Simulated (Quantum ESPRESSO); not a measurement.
# Gap and tunnelling decay at a withheld lattice constant: TlSrF3, cubic perovskite type

Method. Quantum ESPRESSO 7.5 (pw.x, pwcond.x with ikind = 0), PBE, GBRV ultrasoft, cubic crystals. κ is the slowest decay along [001] at mid-gap among three points across the current.

```tsv
a (Å)	gap on the mesh (eV)	κ (1/Å)
4.500	4.418	0.327
4.644	4.429	0.347
4.931	4.319	0.383
5.075	4.182	0.398
```

**Question.** What are gap and κ at a = 4.787 Å?

**Fit.** A line through the rows at 4.644 and 4.931 Å gives a gap of 4.429 + 0.498 × (4.319 − 4.429) = 4.37 eV and κ = 0.365 1/Å. The two-band model κ = 0.5123 √(m* E_g/4) needs m* = 0.414 at 4.644 Å; with that mass and the new gap, κ = 0.345 1/Å.

**Check.** The gap is 4.396 eV and κ = 0.366 1/Å. The line misses the gap by −0.022 eV and κ by −0.3 %; the two-band estimate misses κ by −5.8 %.

**Limits.** The structure type is imposed. Local and semilocal gaps and decay constants are too small; no spin-orbit coupling. For an indirect gap m* is a fitting number alone.

[Logs are printed without paths, hosts, clocks, repeated set-up lines and the standing remarks that a program may print on its own settings, such as how far it seeks lower states.]
